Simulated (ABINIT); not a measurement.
## A GW run on TiNF (Pmmn) in ABINIT, with inputs changed

Aim: change inputs of a GW run on TiNF (Pmmn) and see what moves.

Method: PBEsol and many-body steps on it, plane waves, in ABINIT 10.8.3.

This is a report of a sequence of runs, with most program output left out.

## 1. Starting point

The structure is orthorhombic, space group Pmmn (No. 59). Conventional cell: a = 3.062 Å, b = 3.964 Å, c = 7.871 Å, α = 90.00°, β = 90.00°, γ = 90.00°. Ti has 4 N at 2.01 Å and 2 F at 2.04 Å nearest. N has 4 Ti at 2.01 Å nearest. Nearest to F lie 2 Ti at 2.04 Å. Farther neighbours and most contacts between anions are not listed.

The cell and positions are those that the Materials Project relaxed with its own functionals (PBE, PBE+U or r2SCAN), kept fixed.

## 2. Screening, 4×2×1 mesh, 96 bands, screening to 122.5 eV

This step: ABINIT 10.8.3; RPA screening on PBEsol, plane waves, norm-conserving pseudopotentials.

The RPA dielectric matrix is built and inverted for each q.

run.abi reads:

```
acell 3*1.0 Angstrom
rprim 
  3.062004000000 0.000000000000 0.000000000000
  0.000000000000 3.964387000000 0.000000000000
  0.000000000000 0.000000000000 7.870826000000
ntypat 3
znucl 22 7 9
natom 6
typat 1 1 2 2 3 3
xred 
  0.500000000000 0.000000000000 0.895914000000
  0.000000000000 0.500000000000 0.104086000000
  0.500000000000 0.500000000000 0.939316000000
  0.000000000000 0.000000000000 0.060684000000
  0.000000000000 0.000000000000 0.724624000000
  0.500000000000 0.500000000000 0.275376000000
pp_dirpath "pseudos"
pseudos "Ti.upf, N.upf, F.upf"
ecut 38
ngkpt 4 2 1
nshiftk 1
shiftk 0 0 0
kptopt 1
chksymbreak 0
istwfk *1
occopt 1
irdwfk 1
optdriver 3
nband 96
ecuteps 4.5
inclvkb 2
awtr 1
symchi 1
indata_prefix "in"
outdata_prefix "out"
tmpdata_prefix "tmp"
```

The run is started by

```console
OMP_NUM_THREADS=1 mpirun -n 4 abinit run.abi > log
```

Wall time 23 s (4 MPI ranks of Arm Neoverse V2, shared host); peak memory 1.1 GiB; 91 s of CPU time.

Numbers from this step:

```yaml
eps_infinity_with_local_fields_on_this_mesh_along_the_program_s_q_direction: 11.25
the_same_without_local_fields: 12.30
plasma_frequency: 26.32 eV
plane_waves_in_the_screening_matrix: 293
```

Local fields lower ε∞ by 8 %. On a Γ-centred mesh this coarse the value itself is usually too large, while a short band sum pulls it down.

## 3. Base

The self-energy is evaluated for the states that the input lists, and the levels follow from it, in one-shot runs by the linearised quasiparticle equation.

This step: G0W0 on PBEsol, plane waves, norm-conserving pseudopotentials.

Edit run.abi of step 2 so:

```diff
@@ -27,8 +27,15 @@
 irdwfk 1
-optdriver 3
+optdriver 4
 nband 96
+gwcalctyp 0
+ecutsigx 38
+symsigma 1
+nkptgw 1
+kptgw 
+  0.0000000000 0.0000000000 0.0000000000
+bdgw 
+  23 26
 ecuteps 4.5
-inclvkb 2
-awtr 1
-symchi 1
+irdscr 1
+ppmodel 1
 indata_prefix "in"
```

Wall time 5.5 s (4 MPI ranks); peak memory 0.86 GiB; 22 s of CPU time.

Numbers from this step:

* G0W0 gap on the points computed: 1.717 eV
* starting gap on the mesh: 0.6833 eV
* k of the valence top: 0, 0, 0
* k of the conduction bottom: 0, 0, 0
* Z at the valence top: 0.748
* Z at the conduction bottom: 0.747
* least direct G0W0 gap on the computed points: 1.717 eV

The gap on the mesh goes from 0.68 eV to 1.72 eV, a correction of +1.03 eV.

## 4. Coulomb singularity

Edit run.abi of step 3 so:

```diff
@@ -40,2 +40,3 @@
 ppmodel 1
+gw_icutcoul 3
 indata_prefix "in"
```

Elapsed: 5.5 s, on 4 MPI ranks; peak memory 0.86 GiB.

Numbers from this step:

```yaml
g0w0_gap_on_the_points_computed: 1.708 eV
starting_gap_on_the_mesh: 0.6833 eV
k_of_the_valence_top: 0, 0, 0
k_of_the_conduction_bottom: 0, 0, 0
z_at_the_valence_top: 0.751
z_at_the_conduction_bottom: 0.751
least_direct_g0w0_gap_on_the_computed_points: 1.708 eV
```

Against G0W0 in ABINIT (4×2×1 mesh, 96 bands, screening to 122.5 eV, Godby-Needs plasmon pole), the gap moves by −0.009 eV.

## 5. Side by side

Times are wall times on 4 MPI ranks of Arm Neoverse V2, shared host, good to a factor of about two. A run's time includes the screening step that it read.

```csv
run,mesh,bands,screening cutoff (eV),DFT gap (eV),gap on the mesh (eV),direct (eV),ε∞ used,time
base,4×2×1,96,122.5,0.683,1.717,1.717,11.25,28 s
Coulomb singularity,4×2×1,96,122.5,0.683,1.708,1.708,11.25,28 s
```

## 6. Results

- base: 1.717 eV
- Coulomb singularity: 1.708 eV
- known limits: not at the basis limit; coarse k mesh

In words: Coulomb singularity: −0.009 eV against base (keys changed: gw_icutcoul). Bands and cutoff are finite, so the gap is not at the basis limit. The miss can reach some tenths of an eV and take either sign; the mesh is an error of its own. In the G0W0 runs levels were corrected at 1 k point alone, so a gap called «on the mesh» is the least over those, and an edge elsewhere would be missed. The 4×2×1 mesh is coarse for this cell, which bears on the long-range parts of exchange and screening.

[Paths, hosts, dates, memory and timing lines, banners, echoed tables and standing remarks are left out of the program output.]

[Logs are printed without paths, hosts, clocks, repeated set-up lines and the standing remarks that a program may print on its own settings, such as how far it seeks lower states.]

[Runs of the session that timed out or met a known fault of the program may be left out.]

[Hosts, paths, dates, database ids (printed as entryN), source tags and the programs' standing remarks are cut or masked in the printed files.]

[G0W0 gaps are taken among the corrected bands and points alone; a level outside them can change the order at an edge.]

[Where Ansatz stands beside ABINIT at settings called matched, ABINIT's density can come from a denser mesh and the files from another edition; pairs whose starting gaps differed by over 0.03 eV were left out, so agreement reads better than it is.]
